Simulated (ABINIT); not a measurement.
# InSnH3 (Pm-3m): phonons by linear response

How does InSnH3 (Pm-3m) vibrate, and is this structure a minimum?

Program: ABINIT 10.8.3. Level of theory: DFT LDA, scalar-relativistic, plane waves, HGH norm-conserving pseudopotentials. Results are calculated unless marked as measured.

The structure was built from a prototype and need not be the compound's stable phase.

**1. The structure**

It takes space group Pm-3m (No. 221, cubic). The conventional cell has a = 4.802 Å, b = 4.802 Å, c = 4.802 Å, α = 90.00°, β = 90.00°, γ = 90.00°. Nearest to In lie 12 H at 3.40 Å. Sn has 6 H at 2.40 Å nearest. Nearest to H lie 2 Sn at 2.40 Å. Farther neighbours are not listed.

**2. A probe with smearing**

A first run with smearing and empty bands tells whether the crystal has a gap, which decides between fixed occupations and smearing later on.

File probe.abi:

```
# ground state
tolvrs 1.0d-08
prtden 1
prtwf 1

# basis, mesh and filling
ecut 35.0
ixc 7
ngkpt 4 4 4
nshiftk 1
shiftk 0.0 0.0 0.0
istwfk *1
occopt 7
tsmear 0.005
nband 11
nstep 100
diemac 9.0
prtebands 0
prtgsr 0
useylm 1

# cell and atoms
acell 3*1.0 Angstrom
rprim 
    4.802 0.0 0.0
    0.0 4.802 0.0
    0.0 0.0 4.802
ntypat 3
znucl 49 50 1
natom 5
typat 1 2 3 3 3
xred 
    0.0 0.0 0.0
    0.5 0.5 0.5
    0.5 0.5 0.0
    0.5 0.0 0.5
    0.0 0.5 0.5
pp_dirpath "./pseudo"
pseudos "In.hgh, Sn.hgh, H.hgh"
```

The run is started by

```console
> OMP_NUM_THREADS=1 mpirun -n 2 abinit probe.abi > probe.log
```

Numbers of over 12 decimals in the logs are rounded to 6 here.

probe.abo, the main output file:

```text
[banners, grids, parts of the stress and lines that vanish by symmetry left out]
- input  file    -> probe.abi
- output file    -> probe.abo
- root for input  files -> probei
[...]
Symmetries : space group Pm -3 m (#221); Bravais cP (primitive cubic)
[...]
mpw =        7441          nfft =      125000          nkpt =          10
[...]
== DATASET  1 ==================================================================
[...]
cutoff_energies: {ecut:  35.0, pawecutdg:  -1.0, }
[...]
Exchange-correlation functional for the present dataset will be:
  LDA: Perdew-Wang 92 LSD fit to Ceperley-Alder data - ixc=7
[...]
ETOT  1  -7.184330    -7.184E+00 1.391E-02 1.543E+02
 ETOT  2  -7.204417    -2.009E-02 1.133E-03 4.039E+00
 ETOT  3  -7.204636    -2.194E-04 7.861E-05 1.195E-01
 ETOT  4  -7.204651    -1.545E-05 1.733E-05 2.988E-03
 ETOT  5  -7.204652    -3.337E-07 2.609E-05 1.114E-04
 ETOT  6  -7.204652    -8.358E-09 2.113E-05 7.588E-06
 ETOT  7  -7.204652    -7.913E-10 3.915E-05 4.982E-08
 ETOT  8  -7.204652    -4.874E-12 2.715E-05 3.494E-10
 At SCF step    8       vres2   =  3.49E-10 < tolvrs=  1.00E-08 =>converged.
[...]
sigma(1 1)=  2.53758167E-04  sigma(3 2)=  0.00000000E+00
  sigma(2 2)=  2.53758167E-04  sigma(3 1)=  0.00000000E+00
  sigma(3 3)=  2.53758167E-04  sigma(2 1)=  0.00000000E+00
[...]
convergence: {deltae: -4.874E-12, res2:  3.494E-10, residm:  2.715E-05, diffor: null, }
etotal    :  -7.20465173E+00
[...]
sigma(1 1)=  2.53758167E-04  sigma(3 2)=  0.00000000E+00
  sigma(2 2)=  2.53758167E-04  sigma(3 1)=  0.00000000E+00
  sigma(3 3)=  2.53758167E-04  sigma(2 1)=  0.00000000E+00
[...]
- sigma(1 1)=  7.46582304E+00  sigma(3 2)=  0.00000000E+00
- sigma(2 2)=  7.46582304E+00  sigma(3 1)=  0.00000000E+00
- sigma(3 3)=  7.46582304E+00  sigma(2 1)=  0.00000000E+00
[...]
fcart     -0.0000000000E+00 -0.0000000000E+00 -0.0000000000E+00
           strten      2.5375816729E-04  2.5375816729E-04  2.5375816729E-04
================================================================================

[key lines of the parts left out:]
pressure_GPa:  -7.4658E+00
```

Wall time 11 s (2 MPI ranks of Intel Xeon at 2.70GHz, shared host).

Read from the output:

```yaml
volume_per_atom: 22.15 Å³
pressure: -7.466 GPa
gap_on_the_k_mesh: 0 eV
```

No gap opens on this mesh, so smearing is kept; the printed pressure holds the stress of the finite basis too.

**3. Rough relaxation**

The typed start is rough, so a first relaxation with smearing and loose thresholds takes it towards rest cheaply.

File prerelax.abi:

```
# relaxation
ionmov 2
optcell 2
dilatmx 1.15
chkdilatmx 0
ntime 40
tolmxf 3.0d-04
tolvrs 1.0d-10
prtwf 0
prtden 0
chksymtnons 0

# basis, mesh and filling
ecut 35.0
ecutsm 3.0
ixc 7
ngkpt 4 4 4
nshiftk 1
shiftk 0.0 0.0 0.0
istwfk *1
occopt 7
tsmear 0.005
nband 11
nstep 100
diemac 1000000.0
prtebands 0
prtgsr 0
useylm 1

# cell and atoms
acell 3*1.0 Angstrom
rprim 
    4.802 0.0 0.0
    0.0 4.802 0.0
    0.0 0.0 4.802
ntypat 3
znucl 49 50 1
natom 5
typat 1 2 3 3 3
xred 
    0.0 0.0 0.0
    0.5 0.5 0.5
    0.5 0.5 0.0
    0.5 0.0 0.5
    0.0 0.5 0.5
pp_dirpath "./pseudo"
pseudos "In.hgh, Sn.hgh, H.hgh"
```

The run is started by

```console
> OMP_NUM_THREADS=1 mpirun -n 2 abinit prerelax.abi > prerelax.log
```

prerelax.abo, the main output file:

```text
[banners, grids, parts of the stress and lines that vanish by symmetry left out]
- input  file    -> prerelax.abi
- output file    -> prerelax.abo
- root for input  files -> prerelaxi
[...]
Symmetries : space group Pm -3 m (#221); Bravais cP (primitive cubic)
[...]
mpw =       11296          nfft =      216000          nkpt =          10
[...]
== DATASET  1 ==================================================================
[...]
cutoff_energies: {ecut:  35.0, pawecutdg:  -1.0, }
[...]
Exchange-correlation functional for the present dataset will be:
  LDA: Perdew-Wang 92 LSD fit to Ceperley-Alder data - ixc=7
[...]
ETOT  1  -7.183634    -7.184E+00 1.825E-02 2.678E+02
 ETOT  2  -7.203454    -1.982E-02 1.598E-04 2.190E+01
 ETOT  3  -7.204240    -7.861E-04 1.334E-04 3.980E-01
 ETOT  4  -7.204266    -2.524E-05 3.221E-05 1.138E-02
 ETOT  5  -7.204266    -6.999E-07 7.886E-05 3.360E-04
[...]
ETOT  7  -7.256088    -1.936E-13 2.480E-14 2.422E-11
 At SCF step    7       vres2   =  2.42E-11 < tolvrs=  1.00E-10 =>converged.
[...]
sigma(1 1)=  1.77735077E-06  sigma(3 2)=  0.00000000E+00
  sigma(2 2)=  1.77735077E-06  sigma(3 1)=  0.00000000E+00
  sigma(3 3)=  1.77735077E-06  sigma(2 1)=  0.00000000E+00
[...]
convergence: {deltae: -1.936E-13, res2:  2.422E-11, residm:  2.480E-14, diffor: null, }
etotal    :  -7.25608801E+00
[...]
At Broyd/MD step   7, gradients are converged :
[...]
sigma(1 1)=  1.77735077E-06  sigma(3 2)=  0.00000000E+00
  sigma(2 2)=  1.77735077E-06  sigma(3 1)=  0.00000000E+00
  sigma(3 3)=  1.77735077E-06  sigma(2 1)=  0.00000000E+00
[...]
- sigma(1 1)=  5.22914649E-02  sigma(3 2)=  0.00000000E+00
- sigma(2 2)=  5.22914649E-02  sigma(3 1)=  0.00000000E+00
- sigma(3 3)=  5.22914649E-02  sigma(2 1)=  0.00000000E+00
[...]
fcart     -0.0000000000E+00 -0.0000000000E+00 -0.0000000000E+00
           strten      1.7773507667E-06  1.7773507667E-06  1.7773507667E-06
================================================================================

[key lines of the parts left out:]
pressure_GPa:  -5.2291E-02
Total energy (etotal) [Ha]= -7.25608800596315E+00
```

It took 1.8 min on 2 MPI ranks.

Step by step:

| step | energy less that of the first step (eV) | largest force (eV/Å) | volume (Å³) |
| --- | --- | --- | --- |
| 1 | 0.0000 | 0.0000 | 110.73 |
| 2 | -0.1087 | 0.0000 | 108.30 |
| 3 | -0.9544 | 0.0000 | 56.29 |
| 4 | -1.2509 | 0.0000 | 78.80 |
| 5 | -1.3986 | 0.0000 | 71.15 |
| 6 | -1.4076 | 0.0000 | 67.75 |
| 7 | -1.4101 | 0.0000 | 68.86 |

| cell as run | before | after | change |
| --- | --- | --- | --- |
| a (Å) | 4.802 | 4.099 | -14.6 % |
| b (Å) | 4.802 | 4.099 | -14.6 % |
| c (Å) | 4.802 | 4.099 | -14.6 % |
| volume (Å³/atom) | 22.15 | 13.77 | -37.8 % |

Final coordinates:

```xyz
5
Lattice="4.0988 0.0000 0.0000 0.0000 4.0988 0.0000 0.0000 0.0000 4.0988" Properties=species:S:1:pos:R:3 pbc="T T T"
In    0.0000    0.0000    0.0000
Sn    2.0494    2.0494    2.0494
H     2.0494    2.0494    0.0000
H     2.0494    0.0000    2.0494
H     0.0000    2.0494    2.0494
```

This step gave:

| Quantity | Value |
| --- | --- |
| volume per atom | 13.77 Å³ |
| pressure | -0.05229 GPa |

The volume changes by -37.8 % in this run and stands -37.8 % from the first cell.

**4. Rough relaxation**

The cell changed much, so the rough relaxation is repeated on a basis made for the new cell.

Edit prerelax.abi of step 3 so:

```diff
@@ -32,5 +32,5 @@
 rprim 
-    4.802 0.0 0.0
-    0.0 4.802 0.0
-    0.0 0.0 4.802
+    4.098830321 0.0 0.0
+    0.0 4.098830321 0.0
+    0.0 0.0 4.098830321
 ntypat 3
```

prerelax.abo, the main output file:

```text
[banners, grids, parts of the stress and lines that vanish by symmetry left out]
- input  file    -> prerelax.abi
- output file    -> prerelax.abo
- root for input  files -> prerelaxi
[...]
Symmetries : space group Pm -3 m (#221); Bravais cP (primitive cubic)
[...]
mpw =        7024          nfft =      110592          nkpt =          10
[...]
== DATASET  1 ==================================================================
[...]
cutoff_energies: {ecut:  35.0, pawecutdg:  -1.0, }
[...]
Exchange-correlation functional for the present dataset will be:
  LDA: Perdew-Wang 92 LSD fit to Ceperley-Alder data - ixc=7
[...]
ETOT  1  -7.232009    -7.232E+00 2.725E-02 2.288E+02
 ETOT  2  -7.255978    -2.397E-02 2.071E-04 1.917E+00
 ETOT  3  -7.256079    -1.004E-04 4.876E-05 1.330E-01
 ETOT  4  -7.256088    -8.917E-06 1.150E-05 5.035E-03
 ETOT  5  -7.256088    -2.857E-07 4.446E-05 1.040E-04
 ETOT  6  -7.256088    -6.623E-09 9.976E-06 7.852E-07
 ETOT  7  -7.256088    -6.030E-11 3.335E-05 1.049E-07
 ETOT  8  -7.256088    -9.823E-12 6.293E-06 4.276E-09
 ETOT  9  -7.256088    -4.317E-13 2.290E-05 5.556E-12
 At SCF step    9       vres2   =  5.56E-12 < tolvrs=  1.00E-10 =>converged.
[...]
sigma(1 1)=  1.77735539E-06  sigma(3 2)=  0.00000000E+00
  sigma(2 2)=  1.77735539E-06  sigma(3 1)=  0.00000000E+00
  sigma(3 3)=  1.77735539E-06  sigma(2 1)=  0.00000000E+00
[...]
convergence: {deltae: -4.317E-13, res2:  5.556E-12, residm:  2.290E-05, diffor: null, }
etotal    :  -7.25608801E+00
[...]
At Broyd/MD step   1, gradients are converged :
[...]
sigma(1 1)=  1.77735539E-06  sigma(3 2)=  0.00000000E+00
  sigma(2 2)=  1.77735539E-06  sigma(3 1)=  0.00000000E+00
  sigma(3 3)=  1.77735539E-06  sigma(2 1)=  0.00000000E+00
[...]
- sigma(1 1)=  5.22916008E-02  sigma(3 2)=  0.00000000E+00
- sigma(2 2)=  5.22916008E-02  sigma(3 1)=  0.00000000E+00
- sigma(3 3)=  5.22916008E-02  sigma(2 1)=  0.00000000E+00
[...]
fcart     -0.0000000000E+00 -0.0000000000E+00 -0.0000000000E+00
           strten      1.7773553869E-06  1.7773553869E-06  1.7773553869E-06
================================================================================

[key lines of the parts left out:]
pressure_GPa:  -5.2292E-02
Total energy (etotal) [Ha]= -7.25608800599060E+00
```

The job ended after 11 s (2 MPI ranks).

Little changed from the start: no atom moved by 0.005 Å and no cell edge by 0.1 %.

The volume changes by +0.0 % in this run and stands -37.8 % from the first cell.

**5. Relaxing the cell and atoms**

The harmonic expansion needs vanishing forces, and a free crystal bears no stress, so cell and atoms are brought to rest. Stress is more sensitive to the basis than forces are: the last 3 Ha under the cutoff are smoothed with ecutsm, and the cutoff is raised above that of the later runs.

File relax.abi:

```
# relaxation
ionmov 2
optcell 2
dilatmx 1.08
ntime 40
tolmxf 1.0d-05
tolvrs 1.0d-14
prtwf 0
prtden 0
chksymtnons 0

# basis, mesh and filling
ecut 43.0
ecutsm 3.0
ixc 7
ngkpt 6 6 6
nshiftk 1
shiftk 0.0 0.0 0.0
istwfk *1
occopt 6
tsmear 0.01
nband 11
nstep 100
diemac 1000000.0
prtebands 0
prtgsr 0
useylm 1

# cell and atoms
acell 3*1.0 Angstrom
rprim 
    4.098830324 0.0 0.0
    0.0 4.098830324 0.0
    0.0 0.0 4.098830324
ntypat 3
znucl 49 50 1
natom 5
typat 1 2 3 3 3
xred 
    0.0 0.0 0.0
    0.5 0.5 0.5
    0.5 0.5 0.0
    0.5 0.0 0.5
    0.0 0.5 0.5
pp_dirpath "./pseudo"
pseudos "In.hgh, Sn.hgh, H.hgh"
```

The run is started by

```console
> OMP_NUM_THREADS=1 mpirun -n 2 abinit relax.abi > relax.log
```

relax.abo, the main output file:

```text
[banners, grids, parts of the stress and lines that vanish by symmetry left out]
- input  file    -> relax.abi
- output file    -> relax.abo
- root for input  files -> relaxi
[...]
Symmetries : space group Pm -3 m (#221); Bravais cP (primitive cubic)
[...]
mpw =        7925          nfft =      125000          nkpt =          20
[...]
== DATASET  1 ==================================================================
[...]
cutoff_energies: {ecut:  43.0, pawecutdg:  -1.0, }
[...]
Exchange-correlation functional for the present dataset will be:
  LDA: Perdew-Wang 92 LSD fit to Ceperley-Alder data - ixc=7
[...]
ETOT  1  -7.238654    -7.239E+00 2.570E-02 2.317E+02
 ETOT  2  -7.264964    -2.631E-02 3.060E-03 5.381E+00
 ETOT  3  -7.265219    -2.550E-04 3.756E-04 1.283E-01
 ETOT  4  -7.265228    -9.414E-06 3.517E-04 4.215E-03
 ETOT  5  -7.265228    -3.016E-07 4.160E-04 8.926E-05
[...]
At SCF step   10       vres2   =  2.54E-15 < tolvrs=  1.00E-14 =>converged.
[...]
sigma(1 1)=  1.43123759E-05  sigma(3 2)=  0.00000000E+00
  sigma(2 2)=  1.43123759E-05  sigma(3 1)=  0.00000000E+00
  sigma(3 3)=  1.43123759E-05  sigma(2 1)=  0.00000000E+00
[...]
convergence: {deltae:  4.885E-14, res2:  2.540E-15, residm:  3.842E-05, diffor: null, }
etotal    :  -7.26522839E+00
[...]
ETOT  1  -7.265236    -7.265E+00 3.517E-05 8.981E-03
[...]
At SCF step    8       vres2   =  2.24E-16 < tolvrs=  1.00E-14 =>converged.
[...]
sigma(1 1)=  1.23935627E-05  sigma(3 2)=  0.00000000E+00
  sigma(2 2)=  1.23935627E-05  sigma(3 1)=  0.00000000E+00
  sigma(3 3)=  1.23935627E-05  sigma(2 1)=  0.00000000E+00
[...]
convergence: {deltae:  5.151E-14, res2:  2.243E-16, residm:  6.943E-06, diffor: null, }
etotal    :  -7.26523638E+00
[...]
ETOT  1  -7.265225    -7.265E+00 1.526E-03 3.655E-01
[...]
At SCF step    9       vres2   =  3.57E-17 < tolvrs=  1.00E-14 =>converged.
[...]
sigma(1 1)= -1.18714635E-07  sigma(3 2)=  0.00000000E+00
  sigma(2 2)= -1.18714635E-07  sigma(3 1)=  0.00000000E+00
  sigma(3 3)= -1.18714635E-07  sigma(2 1)=  0.00000000E+00
[...]
convergence: {deltae: -2.132E-14, res2:  3.568E-17, residm:  2.069E-04, diffor: null, }
etotal    :  -7.26525997E+00
[...]
ETOT  1  -7.265260    -7.265E+00 1.262E-04 3.266E-05
[...]
ETOT  5  -7.265260    -1.394E-13 2.011E-05 5.466E-13
 ETOT  6  -7.265260     5.329E-14 3.629E-05 5.684E-15
 At SCF step    6       vres2   =  5.68E-15 < tolvrs=  1.00E-14 =>converged.
[...]
sigma(1 1)=  9.83979365E-10  sigma(3 2)=  0.00000000E+00
  sigma(2 2)=  9.83979364E-10  sigma(3 1)=  0.00000000E+00
  sigma(3 3)=  9.83979364E-10  sigma(2 1)=  0.00000000E+00
[...]
convergence: {deltae:  5.329E-14, res2:  5.684E-15, residm:  3.629E-05, diffor: null, }
etotal    :  -7.26525997E+00
[...]
At Broyd/MD step   4, gradients are converged :
[...]
sigma(1 1)=  9.83979365E-10  sigma(3 2)=  0.00000000E+00
  sigma(2 2)=  9.83979364E-10  sigma(3 1)=  0.00000000E+00
  sigma(3 3)=  9.83979364E-10  sigma(2 1)=  0.00000000E+00
[...]
- sigma(1 1)=  2.89496724E-05  sigma(3 2)=  0.00000000E+00
- sigma(2 2)=  2.89496724E-05  sigma(3 1)=  0.00000000E+00
- sigma(3 3)=  2.89496724E-05  sigma(2 1)=  0.00000000E+00
[...]
fcart     -0.0000000000E+00 -0.0000000000E+00 -0.0000000000E+00
           strten      9.8397936544E-10  9.8397936370E-10  9.8397936370E-10
================================================================================

[key lines of the parts left out:]
pressure_GPa:  -2.8950E-05
Total energy (etotal) [Ha]= -7.26525996731152E+00
```

The job ended after 89 s (2 MPI ranks).

The steps of the relaxation:

| step | energy less that of the first step (eV) | largest force (eV/Å) | volume (Å³) |
| --- | --- | --- | --- |
| 1 | 0.0000 | 0.0000 | 68.86 |
| 2 | -0.0002 | 0.0000 | 68.77 |
| 3 | -0.0009 | 0.0000 | 68.21 |
| 4 | -0.0009 | 0.0000 | 68.21 |

| conventional cell, symmetrised | before | after | change |
| --- | --- | --- | --- |
| a (Å) | 4.099 | 4.086 | -0.3 % |
| b (Å) | 4.099 | 4.086 | -0.3 % |
| c (Å) | 4.099 | 4.086 | -0.3 % |
| volume (Å³/atom) | 13.77 | 13.64 | -0.9 % |

The relaxed structure:

```cif
data_structure
_symmetry_space_group_name_H-M 'P 1'
_symmetry_Int_Tables_number 1
_cell_length_a 4.0859
_cell_length_b 4.0859
_cell_length_c 4.0859
_cell_angle_alpha 90.000
_cell_angle_beta 90.000
_cell_angle_gamma 90.000
_cell_volume 68.21
loop_
_atom_site_label
_atom_site_type_symbol
_atom_site_fract_x
_atom_site_fract_y
_atom_site_fract_z
_atom_site_occupancy
In1 In 0.00000 0.00000 0.00000 1
Sn2 Sn 0.50000 0.50000 0.50000 1
H3 H 0.50000 0.50000 0.00000 1
H4 H 0.50000 0.00000 0.50000 1
H5 H 0.00000 0.50000 0.50000 1
```

This step gave:

```
volume per atom : 13.64 Å³
pressure        : -2.89e-5 GPa
```

The volume changes by -0.9 % in this run and stands -38.4 % from the first cell.

**6. Ground state**

The response is built on these wavefunctions, so the potential is converged far more tightly than an energy would need. Smearing stays on, as the first look found no gap above 0.3 eV.

File gs.abi:

```
# ground state
tolvrs 1.0d-16
prtden 1
prtwf 1

# basis, mesh and filling
ecut 35.0
ixc 7
ngkpt 6 6 6
nshiftk 1
shiftk 0.0 0.0 0.0
istwfk *1
occopt 6
tsmear 0.01
nband 11
nstep 100
diemac 1000000.0
prtebands 0
prtgsr 0
useylm 1

# cell and atoms
acell 3*1.0 Angstrom
rprim 
    4.085917355 0.0 0.0
    0.0 4.085917355 0.0
    0.0 0.0 4.085917355
ntypat 3
znucl 49 50 1
natom 5
typat 1 2 3 3 3
xred 
    0.0 0.0 0.0
    0.5 0.5 0.5
    0.5 0.5 0.0
    0.5 0.0 0.5
    0.0 0.5 0.5
pp_dirpath "./pseudo"
pseudos "In.hgh, Sn.hgh, H.hgh"
```

The run is started by

```console
> OMP_NUM_THREADS=1 mpirun -n 2 abinit gs.abi > gs.log
```

gs.abo, the main output file:

```text
[banners, grids, parts of the stress and lines that vanish by symmetry left out]
- input  file    -> gs.abi
- output file    -> gs.abo
- root for input  files -> gsi
[...]
Symmetries : space group Pm -3 m (#221); Bravais cP (primitive cubic)
[...]
mpw =        4632          nfft =       91125          nkpt =          20
[...]
== DATASET  1 ==================================================================
[...]
cutoff_energies: {ecut:  35.0, pawecutdg:  -1.0, }
[...]
Exchange-correlation functional for the present dataset will be:
  LDA: Perdew-Wang 92 LSD fit to Ceperley-Alder data - ixc=7
[...]
ETOT  1  -7.239684    -7.240E+00 3.317E-02 1.771E+02
 ETOT  2  -7.263576    -2.389E-02 2.402E-03 3.138E+00
 ETOT  3  -7.263773    -1.974E-04 5.283E-04 1.017E-01
 ETOT  4  -7.263783    -9.454E-06 1.986E-04 3.035E-03
 ETOT  5  -7.263783    -2.922E-07 6.871E-05 5.159E-05
[...]
ETOT 10  -7.263783    -4.130E-13 7.333E-06 1.316E-15
 ETOT 11  -7.263783     2.052E-13 1.692E-05 1.187E-17
 At SCF step   11       vres2   =  1.19E-17 < tolvrs=  1.00E-16 =>converged.
[...]
sigma(1 1)=  1.37913756E-05  sigma(3 2)=  0.00000000E+00
  sigma(2 2)=  1.37913756E-05  sigma(3 1)=  0.00000000E+00
  sigma(3 3)=  1.37913756E-05  sigma(2 1)=  0.00000000E+00
[...]
convergence: {deltae:  2.052E-13, res2:  1.187E-17, residm:  1.692E-05, diffor: null, }
etotal    :  -7.26378303E+00
[...]
sigma(1 1)=  1.37913756E-05  sigma(3 2)=  0.00000000E+00
  sigma(2 2)=  1.37913756E-05  sigma(3 1)=  0.00000000E+00
  sigma(3 3)=  1.37913756E-05  sigma(2 1)=  0.00000000E+00
[...]
- sigma(1 1)=  4.05756279E-01  sigma(3 2)=  0.00000000E+00
- sigma(2 2)=  4.05756279E-01  sigma(3 1)=  0.00000000E+00
- sigma(3 3)=  4.05756279E-01  sigma(2 1)=  0.00000000E+00
[...]
fcart     -0.0000000000E+00 -0.0000000000E+00 -0.0000000000E+00
           strten      1.3791375598E-05  1.3791375598E-05  1.3791375598E-05
================================================================================

[key lines of the parts left out:]
pressure_GPa:  -4.0576E-01
```

The job ended after 20 s (2 MPI ranks).

Read from the output:

```
pressure : -0.4058 GPa
```

The cell stands at -0.41 GPa: the relaxation ran with a smoothed and higher cutoff, and the difference is a stress of the finite basis.

(Part 1 of 5 ends here.)

[Host names and launcher messages were left out of these logs when they were recorded.]

[Logs are printed without paths, hosts, clocks, repeated set-up lines and the standing remarks that a program may print on its own settings, such as how far it seeks lower states.]

[Hosts, paths, dates, database ids (printed as entryN), source tags and the programs' standing remarks are cut or masked in the printed files.]
